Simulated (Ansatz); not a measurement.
**Σ9 (114) boundary in bcc Mo: structure and resistance**

Wanted: what the Σ9 (114) boundary in bcc Mo costs an interconnect.

Calculated with Ansatz 0.2.0; Ansatz plane-wave DFT, PBE, PAW files; relaxation of a bicrystal slab with its lowest layers held; PAW set soft_1, in the first sound run; inputs show where later runs differ.

Most raw output is cut from this account.

## Step 1: The structure

The cell holds 25 atoms: 25 Mo. Its edges and angles: a = 5.219 Å, b = 4.451 Å, c = 29.544 Å, α = 90.0°, β = 90.0°, γ = 64.8°. It derives from Mo. built on the (1 1 4) plane; 2 overlapping atoms removed and the grains opened by 0 Å. Vacuum lies along c.

## Step 2: Relaxing the bicrystal

The boundary is built by mirroring the lower grain in the boundary plane and removing any atoms that overlap. A thin bicrystal slab is relaxed first, with the lowest layers held and the upper grain free to shift and open.

input.yaml

```yaml
crystal:
  lattice:
    - [5.2187091076, 0.0, 0.0]
    - [1.8977124028, 4.0256559262, 0.0]
    - [0.0, 0.0, 29.5438753375]
  atoms:
    - { symbol: Mo, position: [0.8888888887, 0.0555555556, 0.1692398151] }
    - { symbol: Mo, position: [0.4444444443, 0.7777777778, 0.1943467114] }
    - { symbol: Mo, position: [0.9999999999, 0.5, 0.2194536077] }
    - { symbol: Mo, position: [0.5555555555, 0.2222222223, 0.2445605039] }
    - { symbol: Mo, position: [0.111111111, 0.9444444445, 0.2696674002] }
    - { symbol: Mo, position: [0.6666666666, 0.6666666667, 0.2947742965] }
    - { symbol: Mo, position: [0.2222222222, 0.3888888889, 0.3198811927] }
    - { symbol: Mo, position: [0.7777777777, 0.1111111111, 0.344988089] }
[... 13 atom lines left out ...]
    - { symbol: Mo, position: [0.8888888887, 0.0555555556, 0.721591533] }
    - { symbol: Mo, position: [0.3333333332, 0.3333333334, 0.7466984293] }
    - { symbol: Mo, position: [0.7777777776, 0.6111111112, 0.7718053256] }
    - { symbol: Mo, position: [0.222222222, 0.888888889, 0.7969122219] }
kpoints:
  mp_grid: { grid: [6, 6, 1] }
hamiltonian:
  xc: pbe
  pseudopotentials: { kind: paw, azcp: { folder: soft_1 } }
scf:
  occupations: { method: fermi_dirac, width: 0.1 }
relax:
  f_tol: 0.03
  max_steps: 80
  constraints: [{ sites: [0, 1, 2, 3, 4] }]
```

Launch:

```sh
> ansatz run input.yaml --threads 4 --pin off --max-ram 15360MiB --backend cpu --events-out ev --progress --plain --runs-dir out
```

The job ended after 6.3 min (4 threads of Arm Neoverse V2, shared host; peak memory 3.1 GiB; 24 min of CPU time).

The steps of the relaxation:

```
step  energy less that of the first step (eV)  largest force component (eV/Å)
   1                                   0.0000                          2.1714
   2                                  -0.5284                          0.6141
   3                                  -0.7667                          0.2962
   4                                  -0.8500                          0.3364
   5                                  -0.8850                          0.1694
   6                                  -0.8923                          0.0650
   7                                  -0.8937                          0.0597
   8                                  -0.8935                          0.0864
   9                                  -0.8943                          0.0175
```

Relaxation step 8 was tried and not accepted.

The run keeps the 2 symmetry operations that it works with, so distortions that break them were not tested.

The atoms that moved most (Å):

```
atom      dx     dy      dz  length
Mo25  -0.058  0.027  -0.524   0.528
Mo24  -0.196  0.092  -0.425   0.477
Mo15  -0.130  0.061  -0.375   0.401
Mo16  -0.115  0.054  -0.380   0.401
Mo17  -0.139  0.065  -0.368   0.398
Mo20  -0.091  0.043  -0.371   0.385
Mo18  -0.126  0.059  -0.350   0.376
Mo19  -0.110  0.052  -0.349   0.370
```

This step gave:

- free energy: -123890.6782 eV
- energy at zero smearing: -123890.3289 eV
- Fermi energy: 11.85 eV

The largest force component on a free atom ends at 0.018 eV/Å, under the tolerance of 0.03, after 9 steps.

## Step 3: Transmission across the boundary

Bulk layers of each grain are laid under and over the relaxed boundary, and a lead is named in the middle of each, away from the free faces. The mesh across the current, 16×16, is finer than the density's, because channels open and close sharply across the zone. Energies from -0.1 to 0.1 eV in steps of 0.05 eV are too few for the program's thermal sum, so it prints no conductance; for a metal the transmission near the Fermi level serves, at a fraction of the cost.

This step: Ansatz plane-wave DFT, PBE, PAW files; ballistic transport by layer matching (Landauer), zero bias; boundary relaxed in a short slab, bulk layers laid on; PAW set soft_1 (Ansatz 0.2.0).

System of this step: Σ9 (114) boundary in bcc Mo. The cell holds 56 atoms: 56 Mo. Cell: a = 5.219 Å, b = 4.451 Å, c = 49.189 Å, α = 90.0°, β = 90.0°, γ = 64.8°. It derives from Mo. Regions: lower grain, 23 atoms (23 Mo); boundary, 14 atoms (14 Mo); upper grain, 19 atoms (19 Mo). Vacuum lies along c.

input.yaml

```yaml
crystal:
  lattice:
    - [5.2187091076, 0.0, 0.0]
    - [1.8977124028, 4.0256559262, 0.0]
    - [0.0, 0.0, 49.1885608686]
  atoms:
    - { symbol: Mo, position: [-16.6666666671, 8.3333333335, 0.0813197201] }
    - { symbol: Mo, position: [-16.1111111115, 8.0555555557, 0.0963995476] }
    - { symbol: Mo, position: [-15.5555555559, 7.7777777779, 0.1114793751] }
    - { symbol: Mo, position: [-15.0000000004, 7.5000000002, 0.1265592026] }
    - { symbol: Mo, position: [-14.4444444448, 7.2222222224, 0.1416390301] }
    - { symbol: Mo, position: [-13.8888888892, 6.9444444446, 0.1567188576] }
    - { symbol: Mo, position: [-13.3333333337, 6.6666666668, 0.1717986851] }
    - { symbol: Mo, position: [-12.7777777781, 6.388888889, 0.1868785126] }
[... 44 atom lines left out ...]
    - { symbol: Mo, position: [-12.8071967631, 6.4035983816, 0.8734407974] }
    - { symbol: Mo, position: [-13.3627523187, 6.6813761593, 0.8885206249] }
    - { symbol: Mo, position: [-13.9183078743, 6.9591539371, 0.9036004524] }
    - { symbol: Mo, position: [-14.4738634299, 7.2369317149, 0.9186802799] }
kpoints:
  mp_grid: { grid: [6, 6, 1] }
hamiltonian:
  xc: pbe
  pseudopotentials: { kind: paw, azcp: { folder: soft_1 } }
scf:
  occupations: { method: fermi_dirac, width: 0.1 }
output:
  transmission:
    leads: [[12, 13], [45, 46]]
    kmesh: [16, 16]
    e_range: [-0.1, 0.1]
    de: 0.05
  write_potential: true
  write_density: true
  volumetric_format: npy
  elf: true
```

It took 17 min on 4 threads; peak memory 11 GiB; 60 min of CPU time.

This step gave:

| Item | Value |
| --- | --- |
| free energy | -277528.3639 eV |
| energy at zero smearing | -277527.6895 eV |
| Fermi energy | 17.28 eV |
| cell area | 21.01 Å² |
| transmission per spin nearest the Fermi level | 1.614 |
| open channels per spin nearest the Fermi level | 3.289 |
| open channels per spin, upper lead | 3.289 |
| step of the lead's potential | 23.9 meV |
| step of the upper lead's potential | 17.7 meV |

Per spin. Transmission, zone mean against energy, zero at the Fermi level:

```csv
energy (eV),"transmission, zone mean"
-0.1000,1.64
-0.0500,1.63
0.0000,1.61
0.0500,1.68
0.1000,1.74
```

Per spin. Table of open channels, zone mean by energy, zero at the Fermi level:

```
energy (eV)  lead  upper lead
    -0.1000  3.37        3.37
    -0.0500  3.31        3.31
     0.0000  3.29        3.29
     0.0500  3.51        3.49
     0.1000  3.59        3.59
```

Transmission over k1 and k2. At 0.0000 eV from the Fermi level.

Values, 16 rows by 16 columns:
```
1.04 1.78 1.87 2.02 2.02 1.87 1.78 1.04 1.65 1.26 1.61 1.02 1.02 1.61 1.26 1.65
2.42 2.77 2.48 1.58 2.48 2.77 2.42 2.30 2.08 2.10 1.19 0.33 1.19 2.10 2.08 2.30
2.58 1.81 1.52 1.52 1.81 2.58 2.64 2.30 1.77 1.53 0.51 0.51 1.53 1.77 2.30 2.64
1.48 1.32 1.40 1.32 1.48 1.31 0.74 1.26 1.07 0.30 0.63 0.30 1.07 1.26 0.74 1.31
0.99 1.30 1.30 0.99 0.48 1.15 1.48 1.42 0.71 0.10 0.10 0.71 1.42 1.48 1.15 0.48
1.28 1.06 1.28 1.86 1.51 1.78 1.45 1.80 1.47 0.59 1.47 1.80 1.45 1.78 1.51 1.86
1.53 1.53 2.21 2.57 2.01 2.22 2.09 1.98 1.33 1.33 1.98 2.09 2.22 2.01 2.57 2.21
1.13 2.55 2.71 2.56 2.38 2.23 2.15 1.77 1.66 1.77 2.15 2.23 2.38 2.56 2.71 2.55
1.53 2.21 2.57 2.01 2.22 2.09 1.98 1.33 1.33 1.98 2.09 2.22 2.01 2.57 2.21 1.53
1.28 1.86 1.51 1.78 1.45 1.80 1.47 0.59 1.47 1.80 1.45 1.78 1.51 1.86 1.28 1.06
0.99 0.48 1.15 1.48 1.42 0.71 0.10 0.10 0.71 1.42 1.48 1.15 0.48 0.99 1.30 1.30
1.48 1.31 0.74 1.26 1.07 0.30 0.63 0.30 1.07 1.26 0.74 1.31 1.48 1.32 1.40 1.32
2.58 2.64 2.30 1.77 1.53 0.51 0.51 1.53 1.77 2.30 2.64 2.58 1.81 1.52 1.52 1.81
2.42 2.30 2.08 2.10 1.19 0.33 1.19 2.10 2.08 2.30 2.42 2.77 2.48 1.58 2.48 2.77
1.04 1.65 1.26 1.61 1.02 1.02 1.61 1.26 1.65 1.04 1.78 1.87 2.02 2.02 1.87 1.78
2.05 1.49 1.92 1.86 1.70 1.86 1.92 1.49 2.05 1.49 1.92 1.86 1.70 1.86 1.92 1.49
```
Columns: k1 (b1) from -0.5 to 0.438; rows upwards: k2 (b2) from -0.5 to 0.438.

Open channels over k1 and k2. At 0.0000 eV from the Fermi level.

Ten even steps from '0' (1.00) to '9' (6.00):
```
4666666464644646
8984898888424888
8844888844004488
4262442220002224
2222444420024444
2226442642462446
2246466622666464
2466666464666664
2464666226664642
2644264246244622
2444420024444222
4422200022244262
8884400448888448
8888424888898489
4646446464666666
6466666464666664
```
Columns: k1 (b1) from -0.5 to 0.438; rows upwards: k2 (b2) from -0.5 to 0.438.

Valence density in the cb plane at fractional x = 0.304, with atoms of Mo within 0.2 Å of it. It is the smooth field of the valence electrons, not physical close to the nuclei.

Ten even steps from '0' (0.0 e/Å³) to '9' (7.0 e/Å³), each cell a mean:
```
33200001342000000000026851000000000000000000
56300002563100000000048972000000000000000000
34200001342000000000037851000000000000000000
11100000110000000000012320000000000000000000
00000000000000000000000000000000000000000000
00012210000000000011000000110000000000000000
00037741000000000134200001342000000000000000
00149961000000000246310001464100000000000000
00037851000000000134200001342100000000000000
00013310000000000011100000110000000000000000
00000000000000000000000000000000000000000000
11000000110000000000012210000000000000000000
```
Columns run along c (16.0 Å, from fractional 0.67 to 1.00 of the cell), rows up along b (4.5 Å). Atoms in or near the plane, at fractional coordinates: Mo at (0.71, 0.35), Mo at (0.84, 0.85).

Electrostatic potential energy in the cb plane at fractional x = 0.304, with atoms of Mo within 0.2 Å of it. With pseudopotentials it is smooth inside the atoms' cores, unlike the true potential.

Ten even steps from '0' (-42 eV) to '9' (21 eV), each cell a mean:
```
22479985214798888999730005899988899999999999
00279984002688878999720004899887899999999999
21479985214788888999730005899888899999999999
55789987657899989999863347999998999999999999
88888888888999999988888788889999999999999999
99864358999999999866789998667899999999999999
99730016899888898621479986313799888999999999
99610005899877888510268985102688878899999999
99720016899888898621379986213789888999999999
99863258999998999865689998656899989999999999
88888788889999999988888888888999999999999999
66789998667899999999874358999999999999999999
```
Columns run along c (16.0 Å, from fractional 0.67 to 1.00 of the cell; values clipped at the 3rd and 97th percentile), rows up along b (4.5 Å). Atoms in or near the plane, at fractional coordinates: Mo at (0.71, 0.35), Mo at (0.84, 0.85).

ELF in the cb plane at fractional x = 0.304, with atoms of Mo within 0.2 Å of it. It is the smooth field of the valence electrons, not physical close to the nuclei.

Values, 7 rows by 16 columns, each cell a mean:
```
0.63 0.29 0.33 0.61 0.30 0.25 0.36 0.38 0.64 0.36 0.33 0.24 0.28 0.23 0.07 0.01
0.56 0.30 0.32 0.54 0.30 0.25 0.38 0.37 0.65 0.36 0.34 0.23 0.29 0.23 0.07 0.01
0.26 0.29 0.29 0.25 0.37 0.34 0.33 0.29 0.34 0.29 0.32 0.35 0.33 0.21 0.06 0.00
0.37 0.54 0.45 0.40 0.28 0.30 0.33 0.37 0.33 0.38 0.33 0.33 0.19 0.10 0.03 0.00
0.33 0.58 0.52 0.35 0.27 0.27 0.52 0.50 0.27 0.52 0.51 0.30 0.21 0.06 0.03 0.00
0.36 0.48 0.41 0.39 0.30 0.33 0.29 0.33 0.33 0.33 0.29 0.35 0.21 0.12 0.04 0.00
0.26 0.30 0.29 0.26 0.36 0.32 0.37 0.31 0.40 0.30 0.35 0.32 0.34 0.22 0.06 0.00
```
Columns run along c (16.0 Å, from fractional 0.67 to 1.00 of the cell), rows up along b (4.5 Å). Atoms in or near the plane, at fractional coordinates: Mo at (0.71, 0.35), Mo at (0.84, 0.85).

Over the solved energies the transmission per spin lies between 1.61 and 1.74, out of 3.41 channels of the lead on average (up to 3.59).

## Step 4: Specific resistance

This step: Ansatz plane-wave DFT, PBE, PAW files; ballistic transport by layer matching (Landauer), zero bias; specific resistance of the boundary; PAW set soft_1 (Ansatz 0.2.0).

This step gave:

| Item | Value |
| --- | --- |
| area resistance | 0.8397 fΩ m² |
| T over the leads' mean channel count | 0.4863 |

Averaged over the energies near the Fermi level, 48.6 % of the channels pass, which makes 0.840 fΩ m².

By hand, with T and the leads' channels N averaged over the energies near the Fermi level: RA = A (h/2e²)(1/T − ½[1/N₁ + 1/N₂]) = 21.01×10⁻²⁰ m² × 12 906 Ω × (1/1.659 − ½[1/3.413 + 1/3.409]) = 0.840 fΩ m².

## Step 5: Single-crystal slab for reference

The free faces cost energy too. A single-crystal slab with the same faces and held layers is relaxed, so that they cancel.

This step: Ansatz plane-wave DFT, PBE, PAW files; relaxation of a single-crystal slab with its lowest layers held; PAW set soft_1 (Ansatz 0.2.0).

System of this step: Mo slab, plane (1, 1, 4). The cell holds 26 atoms: 26 Mo. Cell: a = 5.219 Å, b = 4.451 Å, c = 29.544 Å, α = 90.0°, β = 90.0°, γ = 64.8°. It derives from Mo. Vacuum lies along c.

input.yaml

```yaml
crystal:
  lattice:
    - [5.2187091076, 0.0, 0.0]
    - [1.8977124028, 4.0256559262, 0.0]
    - [0.0, 0.0, 29.5438753375]
  atoms:
    - { symbol: Mo, position: [0.1111111108, 0.9444444446, 0.1692398151] }
    - { symbol: Mo, position: [0.6666666664, 0.6666666668, 0.1943467114] }
    - { symbol: Mo, position: [0.2222222219, 0.388888889, 0.2194536077] }
    - { symbol: Mo, position: [0.7777777775, 0.1111111112, 0.2445605039] }
    - { symbol: Mo, position: [0.3333333331, 0.8333333334, 0.2696674002] }
    - { symbol: Mo, position: [0.8888888886, 0.5555555557, 0.2947742965] }
    - { symbol: Mo, position: [0.4444444442, 0.2777777779, 0.3198811927] }
    - { symbol: Mo, position: [0.9999999998, 1.0e-10, 0.344988089] }
[... 14 atom lines left out ...]
    - { symbol: Mo, position: [0.3333333333, 0.8333333333, 0.721591533] }
    - { symbol: Mo, position: [0.8888888889, 0.5555555556, 0.7466984293] }
    - { symbol: Mo, position: [0.4444444444, 0.2777777778, 0.7718053256] }
    - { symbol: Mo, position: [0.0, 0.0, 0.7969122219] }
kpoints:
  mp_grid: { grid: [6, 6, 1] }
hamiltonian:
  xc: pbe
  pseudopotentials: { kind: paw, azcp: { folder: soft_1 } }
scf:
  occupations: { method: fermi_dirac, width: 0.1 }
relax:
  f_tol: 0.03
  max_steps: 80
  constraints: [{ sites: [0, 1, 2, 3, 4] }]
```

Elapsed: 5.1 min, on 4 threads; peak memory 3.2 GiB; 19 min of CPU time.

Relaxation path:

```
step  energy less that of the first step (eV)  largest force component (eV/Å)
   1                                   0.0000                          2.1750
   2                                  -0.3149                          0.5496
   3                                  -0.2867                          0.5048
   4                                  -0.3568                          0.1297
   5                                  -0.3626                          0.0578
   6                                  -0.3644                          0.0196
```

Relaxation step 3 was tried and not accepted.

The atoms that moved most (Å):

```csv
atom,dx,dy,dz,length
Mo23,-0.012,0.006,0.155,0.155
Mo24,-0.002,0.001,0.124,0.124
Mo26,-0.061,0.029,-0.094,0.116
Mo21,-0.027,0.013,0.083,0.088
Mo19,-0.004,0.002,0.085,0.085
Mo25,0.076,-0.036,0.014,0.085
Mo20,-0.015,0.007,0.082,0.084
Mo22,-0.042,0.020,0.068,0.083
```

The relaxed structure:

```cif
data_structure
_symmetry_space_group_name_H-M 'P 1'
_symmetry_Int_Tables_number 1
_cell_length_a 5.2187
_cell_length_b 4.4505
_cell_length_c 29.5439
_cell_angle_alpha 90.000
_cell_angle_beta 90.000
_cell_angle_gamma 64.761
_cell_volume 620.68
loop_
_atom_site_label
_atom_site_type_symbol
_atom_site_fract_x
_atom_site_fract_y
_atom_site_fract_z
_atom_site_occupancy
Mo1 Mo 0.11111 0.94444 0.16924 1
Mo2 Mo 0.66667 0.66667 0.19435 1
Mo3 Mo 0.22222 0.38889 0.21945 1
Mo4 Mo 0.77778 0.11111 0.24456 1
Mo5 Mo 0.33333 0.83333 0.26967 1
Mo6 Mo 0.88890 0.55555 0.29465 1
Mo7 Mo 0.44286 0.27857 0.32040 1
Mo8 Mo 0.99661 0.00169 0.34534 1
Mo9 Mo 0.55286 0.72357 0.37108 1
Mo10 Mo 0.10820 0.44590 0.39576 1
Mo11 Mo 0.66550 0.16725 0.42137 1
Mo12 Mo 0.22052 0.88974 0.44658 1
Mo13 Mo 0.77673 0.61164 0.47209 1
Mo14 Mo 0.33100 0.33450 0.49710 1
Mo15 Mo 0.88708 0.05646 0.52278 1
Mo16 Mo 0.44181 0.77910 0.54809 1
Mo17 Mo 0.99864 0.50068 0.57330 1
Mo18 Mo 0.55409 0.22296 0.59797 1
Mo19 Mo 0.11028 0.94486 0.62405 1
Mo20 Mo 0.66316 0.66842 0.64905 1
Mo21 Mo 0.21582 0.39209 0.67419 1
Mo22 Mo 0.76794 0.11603 0.69880 1
Mo23 Mo 0.33052 0.83474 0.72683 1
Mo24 Mo 0.88844 0.55578 0.75090 1
Mo25 Mo 0.46221 0.26889 0.77229 1
Mo26 Mo 0.98570 0.00715 0.79374 1
```

This step gave:

```yaml
free_energy: -128849.2583 eV
energy_at_zero_smearing: -128848.9195 eV
fermi_energy: 12.52 eV
```

The largest force component on a free atom ends at 0.020 eV/Å, under the tolerance of 0.03, after 6 steps.

## Step 6: Bulk reference

The perfect crystal gives the energy per atom, for the atoms by which bicrystal and slab differ.

This step: Ansatz plane-wave DFT, PBE, PAW files; bulk reference; PAW set soft_1 (Ansatz 0.2.0).

System of this step: Mo. Symmetry: Im-3m, No. 229, cubic system. Conventional cell: a = 3.147 Å, b = 3.147 Å, c = 3.147 Å, α = 90.00°, β = 90.00°, γ = 90.00°. Nearest to Mo lie 8 Mo at 2.73 Å.

input.yaml, the sections that differ from step 5:

```yaml
crystal:
  lattice:
    - [-1.5735, 1.5735, 1.5735]
    - [1.5735, -1.5735, 1.5735]
    - [1.5735, 1.5735, -1.5735]
  atoms:
    - { symbol: Mo, position: [0.0, 0.0, 0.0] }
kpoints:
  mp_grid: { grid: [19, 19, 19] }
# hamiltonian, scf: as in step 5
# relax: removed
```

Run time: 0.44 s. Hardware: 4 threads; peak memory 0.28 GiB; 1.4 s of CPU time.

Numbers from this step:

| Item | Value |
| --- | --- |
| free energy | -4956.0648 eV |
| energy at zero smearing | -4956.0543 eV |
| Fermi energy | 21.16 eV |

## Step 7: Boundary energy

This step: Ansatz plane-wave DFT, PBE, PAW files; bicrystal less single-crystal slab less bulk atoms, a boundary area; PAW set soft_1 (Ansatz 0.2.0).

Numbers from this step:

```yaml
excess_energy_of_the_cell: 2.536 eV
boundary_energy: 1.934 J/m²
```

The boundary costs 1.9 J/m².

By hand: 2.54 eV / 21.01 Å² × 16.02 = 1.93 J/m².

## Step 8: What came out

- specific resistance of the boundary: 0.840 fΩ m²
- share of channels that pass: 0.486
- boundary energy: 1.93 J/m²

The boundary has a specific resistance of 0.84 fΩ m² and an energy of 1.9 J/m². The boundary reflects 51 % of the channels; 0.84 fΩ m² is 8.4×10⁻¹² Ω·cm². That equals the resistance of 15 nm of bulk Mo at 300 K (measured 5.52 µΩ cm, CRC Handbook of Chemistry and Physics, 84th ed., 2003, Electrical Resistivity of Pure Metals). One starting structure was relaxed; another shift or atom count at the boundary may lie lower.

[Logs are printed without paths, hosts, clocks, repeated set-up lines and the standing remarks that a program may print on its own settings, such as how far it seeks lower states.]

[Hosts, paths, dates, database ids (printed as entryN), source tags and the programs' standing remarks are cut or masked in the printed files.]
